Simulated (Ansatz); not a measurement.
The compound is TaTl2Cl6 (started from the K2PtCl6 type) (Fm-3m).

The structure was built from a prototype and need not be the compound's stable phase.

```cif
data_structure
_symmetry_space_group_name_H-M 'P 1'
_symmetry_Int_Tables_number 1
_cell_length_a 7.1848
_cell_length_b 7.1848
_cell_length_c 7.1848
_cell_angle_alpha 60.000
_cell_angle_beta 60.000
_cell_angle_gamma 60.000
_cell_volume 262.26
loop_
_atom_site_label
_atom_site_type_symbol
_atom_site_fract_x
_atom_site_fract_y
_atom_site_fract_z
_atom_site_occupancy
Tl1 Tl 0.25000 0.25000 0.25000 1
Tl2 Tl 0.75000 0.75000 0.75000 1
Ta3 Ta 0.00000 0.00000 0.00000 1
Cl4 Cl 0.23717 0.23717 0.76283 1
Cl5 Cl 0.76283 0.76283 0.23717 1
Cl6 Cl 0.23717 0.76283 0.23717 1
Cl7 Cl 0.76283 0.23717 0.76283 1
Cl8 Cl 0.76283 0.23717 0.23717 1
Cl9 Cl 0.23717 0.76283 0.76283 1
```

The structure was relaxed with PBE. The structure type comes from a generator and need not be one that this composition takes. The structure was generated from a model, not taken from a measurement. The runs that relaxed it are not among those shown. The program's search for lower electronic states was switched off, so nothing shows that the state found is the lowest. Spin-orbit coupling is left out unless a run names it. PAW set soft_2, made with PBE.

A constrained-RPA run (Ansatz 0.2.0; non-magnetic PBE; Ta t2g, bands v1 to c2, 2×2×2 mesh, medium accuracy) builds 3 functions on bands 0.63 eV wide, with 1.0 electrons in the window. The bare on-site interaction is 9.5 eV and the bare J 0.33 eV.

**Question.** What U and J survive the screening?

On the Ta t2g shell, U = 2.89 eV (30 % of the bare value), U′ = 2.36 eV, J = 0.24 eV.

The parent state is non-magnetic and the interaction static (zero frequency); U depends on the window and the orbitals, so it belongs to this model alone. Spin-orbit coupling, which is strong for atoms this heavy, is left out. Coarse meshes can leave U off its limit, most where the target bands are metallic.

[Paths, hosts, dates, memory and timing lines, banners, echoed tables and standing remarks are left out of the program output.]

[Logs are printed without paths, hosts, clocks, repeated set-up lines and the standing remarks that a program may print on its own settings, such as how far it seeks lower states.]

[Runs of the session that timed out or met a known fault of the program may be left out.]

[Hosts, paths, dates, database ids (printed as entryN), source tags and the programs' standing remarks are cut or masked in the printed files.]
